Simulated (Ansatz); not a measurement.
**F-SiC-F chair bilayer (AA) in a perpendicular field**

Wanted: the out-of-plane response of the F-SiC-F chair bilayer (AA). A positive field points along +c.

Program: Ansatz 0.2.0. Level of theory: plane-wave DFT, PBE-D3(BJ), Ansatz PAW, in the first sound run; inputs show where later runs differ. Values are calculated unless marked as measured.

This is a report of a sequence of runs, with the program logs left out and the cost of each run kept.

## Step 1: The system as given

The cell holds 8 atoms: 4 F, 2 C and 2 Si. Cell: a = 3.086 Å, b = 3.086 Å, c = 50.967 Å, α = 90.0°, β = 90.0°, γ = 120.0°. Regions: layer 1: F-SiC-F chair, 4 atoms (2 F, 1 C and 1 Si); layer 2: F-SiC-F chair, 4 atoms (2 F, 1 C and 1 Si). Vacuum lies along c.

## Step 2: Relaxation

The starting cell is a guess, so the in-plane lattice and the atoms are relaxed first, with the slab cut off from its images along the normal.

Input file input.yaml:

```yaml
crystal:
  lattice:
    - [3.0855, 0.0, 0.0]
    - [-1.54275, 2.6721213834, 0.0]
    - [0.0, 0.0, 50.9666666651]
  atoms:
    - { symbol: F, position: [0.6666666667, 0.3333333333, 0.4022236756] }
    - { symbol: C, position: [0.6666666667, 0.3333333333, 0.4283191629] }
    - { symbol: Si, position: [0.3333333333, 0.6666666667, 0.4405493787] }
    - { symbol: F, position: [0.3333333333, 0.6666666667, 0.4735120994] }
    - { symbol: F, position: [0.6666666667, 0.3333333333, 0.5264879006] }
    - { symbol: C, position: [0.6666666667, 0.3333333333, 0.5525833878] }
    - { symbol: Si, position: [0.3333333333, 0.6666666667, 0.5648136037] }
    - { symbol: F, position: [0.3333333333, 0.6666666667, 0.5977763244] }
  periodic: [true, true, false]
kpoints:
  mp_grid: { grid: [12, 12, 1] }
hamiltonian:
  xc: pbe
  dispersion: d3bj
scf:
  occupations: { method: fermi_dirac, width: 0.05 }
  convergence: { dr2_threshold: 1.0e-09 }
relax:
  f_tol: 0.004
  max_steps: 90
  cell: {}
output:
  write_potential: true
  write_density: true
  volumetric_format: npy
```

Command:

```
$ ansatz run input.yaml --threads 2 --pin off --max-ram 3072MiB --backend cpu --events-out ev --progress --plain --runs-dir out
```

Elapsed: 2.5 min, on 2 threads of Intel Xeon Platinum 8259CL at 2.50GHz (Skylake/Cascade Lake), shared host; peak memory 0.95 GiB.

Step by step:

```csv
step,energy less that of the first step (eV),largest force component (eV/Å),volume (Å³)
1,0.0000,3.7526,420.21
2,-0.4301,1.7093,430.31
3,-0.5716,0.4807,439.52
4,-0.5841,0.1774,437.32
5,-0.5855,0.0253,437.16
6,-0.5856,0.0024,437.11
7*,-0.6085,0.0024,437.11
8,-0.6079,0.0105,438.37
9,-0.6074,0.0056,438.85
10,-0.6074,0.0005,438.86
11*,-0.6093,0.0005,438.86
```

Relaxation steps marked * repeat the geometry before them on a plane-wave basis chosen anew for their cell, so energy and pressure can jump there.

Forces are held to the 6 operations that the program found; a distortion that breaks them can't arise in this run.

```csv
cell as run,before,after,change
a (Å),3.086,3.153,+2.2 %
b (Å),3.086,3.153,+2.2 %
```

The atoms that moved most (Å, along periodic axes as changes of fractional coordinates times the final cell, across vacuum about the mean position):

```csv
atom,dx,dy,dz,length
C2,0.000,0.000,0.205,0.205
F8,0.000,0.000,-0.192,0.192
F5,0.000,0.000,-0.163,0.163
Si3,0.000,0.000,0.151,0.151
Si7,0.000,0.000,-0.114,0.114
F1,0.000,0.000,0.101,0.101
F4,0.000,0.000,0.072,0.072
C6,0.000,0.000,-0.060,0.060
```

The lattice constant a goes from 3.086 to 3.153 Å.

## Step 3: Atoms held, field 0

A sawtooth potential applies the field, turning back in the middle of the vacuum. With the dipole correction the typed value is the field outside the slab. The induced dipole is small, so the SCF threshold is tight.

The cell differs from the one that the last finished run ended in (c 50.967 → 27.674 Å).

Input file input.yaml:

```yaml
crystal:
  lattice:
    - [3.1532208445, 0.0, 0.0]
    - [-1.5766104223, 2.7307693551, 0.0]
    - [0.0, 0.0, 27.6743057036]
  atoms:
    - { symbol: F, position: [0.6666666667, 0.3333333333, 0.3252114108] }
    - { symbol: C, position: [0.6666666667, 0.3333333333, 0.3770283848] }
    - { symbol: Si, position: [0.3333333333, 0.6666666667, 0.3976267321] }
    - { symbol: F, position: [0.3333333333, 0.6666666667, 0.4554763786] }
    - { symbol: F, position: [0.6666666667, 0.3333333333, 0.544536412] }
    - { symbol: C, position: [0.6666666667, 0.3333333333, 0.5963253134] }
    - { symbol: Si, position: [0.3333333333, 0.6666666667, 0.6169105376] }
    - { symbol: F, position: [0.3333333333, 0.6666666667, 0.6747885892] }
kpoints:
  mp_grid: { grid: [18, 18, 1] }
  band_path:
    path: [[0, 0, 0], [0.5, 0, 0], [0.33333333, 0.33333333, 0], [0, 0, 0]]
    npoints: 16
hamiltonian:
  xc: pbe
  dispersion: d3bj
scf:
  occupations: { method: fermi_dirac, width: 0.02585 }
  convergence: { dr2_threshold: 1.0e-10 }
efield:
  axis: 3
  dipole_correction: true
  ramp_position: 0.97
  ramp_width: 0.06
  amplitude: 0
output:
  dos: { projected: true, e_range: [-6, 5] }
  bader: true
  write_potential: true
  write_density: true
  volumetric_format: npy
  elf: true
```

Wall time 90 s (2 threads); peak memory 0.86 GiB; 3 min of CPU time.

Read from the output:

| Item | Value |
| --- | --- |
| gap on the k-mesh | 1.805 eV |
| dipole along the normal | -0.007365 e·Å |
| gap along the path | 1.805 eV |
| smallest direct gap along the path | 1.805 eV |
| step between the vacuum levels | 0.1549 eV |
| ionisation energy, upper face | 7.566 eV |
| electron affinity, upper face | 5.761 eV |
| ionisation energy, lower face | 7.412 eV |
| gap, the smaller of path and mesh | 1.805 eV |

Running mean over a fixed 2.7 Å (it still follows the layers) of the planar mean; the ramp of the sawtooth is left out. Electron's electrostatic potential energy less the Fermi level against z:

```csv
z (Å),electron's electrostatic potential energy less the Fermi level (eV)
3.5,6.49
4.0,6.49
4.5,6.49
5.0,6.49
5.5,6.49
6.0,6.49
6.5,6.48
7.0,6.38
7.5,5.48
8.0,3.95
8.5,2.67
9.0,0.0835
9.5,-3.95
10.0,-7.19
10.5,-7.98
11.0,-7.97
11.5,-7.79
12.0,-4.85
12.5,-0.866
13.0,2.02
13.5,2.77
14.0,2.83
14.5,2.69
15.0,0.614
15.5,-3.32
16.0,-6.83
16.5,-7.92
17.0,-7.83
17.5,-7.85
18.0,-5.31
18.5,-1.28
19.0,1.89
19.5,3.51
20.0,5.04
20.5,6.34
21.0,6.62
21.5,6.65
22.0,6.65
22.5,6.65
23.0,6.65
23.5,6.65
24.0,6.65
24.5,6.65
```

The density of states has structure finer than the step of the table below, so its rows give means over 0.25 eV. Peaks (eV: height): -5.420: 12.3, -5.230: 58.6, -5.120: 31.4, -3.900: 7.45.

The density of states by energy, zero at the Fermi level of the run, which the smearing sets inside the gap; means over each step:

```csv
energy (eV),density of states (states/eV a cell)
-5.75,5.97
-5.50,9.86
-5.25,15.2
-5.00,10.1
-4.75,0
-4.50,0
-4.25,0.364
-4.00,4.43
-3.75,3.84
-3.50,1.84
-3.25,2.16
-3.00,2.20
-2.75,2.22
-2.50,2.33
-2.25,2.63
-2.00,3.60
-1.75,2.40
-1.50,1.79
-1.25,1.45
-1.00,0.777
-0.75,0
-0.50,0
-0.25,0
0.00,0
0.25,0
0.50,0
0.75,1.8e-4
1.00,0.169
1.25,0.430
1.50,0.561
1.75,0.676
2.00,0.804
2.25,0.967
2.50,1.26
2.75,2.54
```

Projected DOS per atom over height of the atomic layer and energy from the Fermi level. Layers: F C Si F F C Si F from below.

Ten even steps from '0' (0.00 states/eV) to '9' (4.17 states/eV), each cell a mean:
```
00100010
00000000
00000000
00000000
00000000
00000000
00000000
00000000
00000000
00000000
01000100
01001100
11001100
10001000
10001000
10001000
20003000
10000000
00000000
10052009
31093106
21032102
```
Columns: height of the atomic layer (Å) from 9 to 18.7 (not evenly spaced); rows upwards: energy from the Fermi level (eV) from -5.96 to 2.86.

Electronic bands along the path, in eV, zero at the Fermi level of the run, which the smearing sets inside the gap:

```csv
point,band 19,band 20,band 21,band 22,band 23,band 24,band 25,band 26
Γ,-0.99,-0.99,-0.92,-0.92,0.89,1.11,4.84,4.89
halfway,-3.02,-2.94,-1.59,-1.52,2.22,2.37,4.69,4.79
M,-4.18,-4.07,-2.00,-1.93,2.66,2.74,4.95,5.03
halfway,-4.06,-3.95,-2.80,-2.72,4.22,4.30,5.19,5.28
K,-3.87,-3.74,-3.46,-3.36,5.28,5.37,6.15,6.23
halfway,-3.18,-3.09,-2.14,-2.06,2.74,2.89,5.62,5.70
Γ,-0.99,-0.99,-0.92,-0.92,0.89,1.11,4.84,4.89
```

Electrostatic potential energy in the ca plane at fractional y = 0.333, with atoms of F and C within 0.2 Å of it. With pseudopotentials it is smooth inside the atoms' cores, unlike the true potential.

Ten even steps from '0' (-48 eV) to '9' (5 eV), each cell a mean:
```
99999999999999999999888767888999999998887678
99999999999999999994116301689999999831262027
99999999999999999982003100589999999710030006
99999999999999999995226412789999999842363137
99999999999999999999888877788999999998887778
99999999999999999999999887778999999999998777
99999999999999999999999876678999999999998766
99999999999999999999999887778999999999998877
```
Columns run along c (16.0 Å, from fractional 0.06 to 0.64 of the cell; values clipped at the 3rd and 97th percentile), rows up along a (3.2 Å). Atoms in or near the plane, at fractional coordinates: F at (0.33, 0.67), C at (0.38, 0.67), F at (0.54, 0.67), C at (0.60, 0.67).

ELF in the ca plane at fractional y = 0.333, with atoms of F and C within 0.2 Å of it. It is the smooth field of the valence electrons, not physical close to the nuclei.

Values, 5 rows by 16 columns, each cell a mean:
```
0.00 0.00 0.00 0.00 0.00 0.00 0.30 0.74 0.50 0.76 0.11 0.08 0.17 0.75 0.48 0.78
0.00 0.00 0.00 0.00 0.00 0.01 0.38 0.67 0.46 0.44 0.07 0.00 0.27 0.68 0.51 0.42
0.00 0.00 0.00 0.00 0.00 0.00 0.30 0.73 0.50 0.75 0.11 0.10 0.17 0.74 0.48 0.77
0.00 0.00 0.00 0.00 0.00 0.00 0.06 0.18 0.27 0.57 0.27 0.44 0.04 0.18 0.22 0.60
0.00 0.00 0.00 0.00 0.00 0.00 0.05 0.16 0.27 0.56 0.27 0.46 0.03 0.16 0.21 0.60
```
Columns run along c (16.0 Å, from fractional 0.06 to 0.64 of the cell), rows up along a (3.2 Å). Atoms in or near the plane, at fractional coordinates: F at (0.33, 0.67), C at (0.38, 0.67), F at (0.54, 0.67), C at (0.60, 0.67).

Valence density in the ca plane at fractional y = 0.333, with atoms of F and C within 0.2 Å of it. It is the smooth field of the valence electrons, not physical close to the nuclei.

Ten steps, logarithmic in the rise over the least value, from '0' (0 e/Å³) to '9' (12 e/Å³), each cell a mean:
```
00000000000000000013443344321110000134333443
00000000000000000036875555421000001478755553
00000000000000000137996555421000001489865554
00000000000000000026875455421000001368645553
00000000000000000012332344321111000134323443
00000000000000000000111123221222100001112332
00000000000000000000000122222222100000001222
00000000000000000001111233221121100011112332
```
Columns run along c (16.0 Å, from fractional 0.06 to 0.64 of the cell), rows up along a (3.2 Å). Atoms in or near the plane, at fractional coordinates: F at (0.33, 0.67), C at (0.38, 0.67), F at (0.54, 0.67), C at (0.60, 0.67).

The gap is 1.81 eV, with the valence edge 7.57 eV and the conduction edge 5.76 eV under the upper vacuum level.

## Step 4: Atoms held, field 0.05 V/Å

Changes to input.yaml since step 3:

```diff
@@ -30,6 +30,4 @@
   ramp_width: 0.06
-  amplitude: 0
+  amplitude: 0.05
 output:
-  dos: { projected: true, e_range: [-6, 5] }
-  bader: true
   write_potential: true
@@ -37,2 +35 @@
   volumetric_format: npy
-  elf: true
```

Wall time 24 s (2 threads); peak memory 0.8 GiB.

The dipole is 0.00888 e·Å, 0.0162 e·Å from its value without field, and the gap 1.702 eV.

## Step 5: Atoms held, field -0.05 V/Å

Changes to input.yaml since step 4:

```diff
@@ -30,3 +30,3 @@
   ramp_width: 0.06
-  amplitude: 0.05
+  amplitude: -0.05
 output:
```

Elapsed: 24 s, on 2 threads; peak memory 0.7 GiB; 47 s of CPU time.

The dipole is -0.0236 e·Å, -0.0163 e·Å from its value without field, and the gap 1.817 eV.

## Step 6: Single point, field 0.1 V/Å

Changes to input.yaml since step 5:

```diff
@@ -30,3 +30,3 @@
   ramp_width: 0.06
-  amplitude: -0.05
+  amplitude: 0.1
 output:
```

Run time: 24 s. Hardware: 2 threads; peak memory 0.73 GiB.

The dipole is 0.0251 e·Å, 0.0325 e·Å from its value without field, and the gap 1.583 eV.

## Step 7: Single point, field 0.2 V/Å

Changes to input.yaml since step 6:

```diff
@@ -30,3 +30,3 @@
   ramp_width: 0.06
-  amplitude: 0.1
+  amplitude: 0.2
 output:
```

Elapsed: 25 s, on 2 threads; peak memory 0.73 GiB; 50 s of CPU time.

The dipole is 0.0576 e·Å, 0.0650 e·Å from its value without field, and the gap 1.329 eV.

## Step 8: Single point, field 0.3 V/Å

Changes to input.yaml since step 7:

```diff
@@ -30,4 +30,6 @@
   ramp_width: 0.06
-  amplitude: 0.2
+  amplitude: 0.3
 output:
+  dos: { projected: true, e_range: [-6, 5] }
+  bader: true
   write_potential: true
@@ -35 +37,2 @@
   volumetric_format: npy
+  elf: true
```

The job ended after 90 s (2 threads; peak memory 0.74 GiB; 3 min of CPU time).

The dipole is 0.0901 e·Å, 0.0975 e·Å from its value without field, and the gap 1.069 eV.

## Step 9: Response, atoms held

This step: plane-wave DFT, PBE-D3(BJ), Ansatz PAW; response to a field along the normal, atoms held (Ansatz 0.2.0).

The dipoles give the slope, and the difference of two potentials shows where the field is screened.

Numbers from this step:

| Item | Value |
| --- | --- |
| equivalent conductor thickness p/(ε₀AE) | 6.830 Å |
| distance between the outer atoms | 9.674 Å |

Table of dipole of the cell by applied field:

```csv
applied field (V/Å),dipole of the cell (e·Å)
-0.050,-0.0236
0.000,-0.00737
0.050,0.00888
0.100,0.0251
0.200,0.0576
0.300,0.0901
```

Local field over the applied field, running mean. From the potentials at -0.05 and 0.05 V/Å; running mean over 2.5 Å. The local field over applied field by z:

z (Å), local field over applied field and a bar from the least value:
```
      4.5       1.00 ##############################
      5.0       1.00 ##############################
      5.5       1.00 ##############################
      6.0       1.00 ##############################
      6.5       0.99 ##############################
      7.0       0.97 #############################
      7.5       0.89 ##########################
      8.0       0.77 #####################
      8.5       0.63 ###############
      9.0       0.50 ##########
      9.5       0.34 ####
     10.0       0.24 
     10.5       0.24 
     11.0       0.25 
     11.5       0.27 #
     12.0       0.37 #####
     12.5       0.51 ###########
     13.0       0.60 ##############
     13.5       0.66 ################
     14.0       0.66 #################
     14.5       0.61 ###############
     15.0       0.51 ###########
     15.5       0.36 #####
     16.0       0.25 
     16.5       0.24 
     17.0       0.25 
     17.5       0.27 #
     18.0       0.35 ####
     18.5       0.49 ##########
     19.0       0.61 ###############
     19.5       0.73 ###################
     20.0       0.85 ########################
     20.5       0.95 ############################
     21.0       0.99 #############################
     21.5       1.00 ##############################
     22.0       1.00 ##############################
     22.5       1.00 ##############################
     23.0       1.00 ##############################
     23.5       1.00 ##############################
```

(Part 1 of 2 ends here.)

[Long decimals in the printed logs are rounded to 6 places.]

[Logs are printed without paths, hosts, clocks, repeated set-up lines and the standing remarks that a program may print on its own settings, such as how far it seeks lower states.]

[Hosts, paths, dates, database ids (printed as entryN), source tags and the programs' standing remarks are cut or masked in the printed files.]

[Maps of the electrostatic potential energy from Ansatz leave out the sawtooth potential of an applied field or a dipole correction, so their vacuum need not be flat; planar profiles and work functions include it.]

[The density of states shown here was stored with 400 of the rows of the run's finer table, so its peaks can read low, often by over a quarter, or be missed, and its means over a window can be off by a tenth or more.]
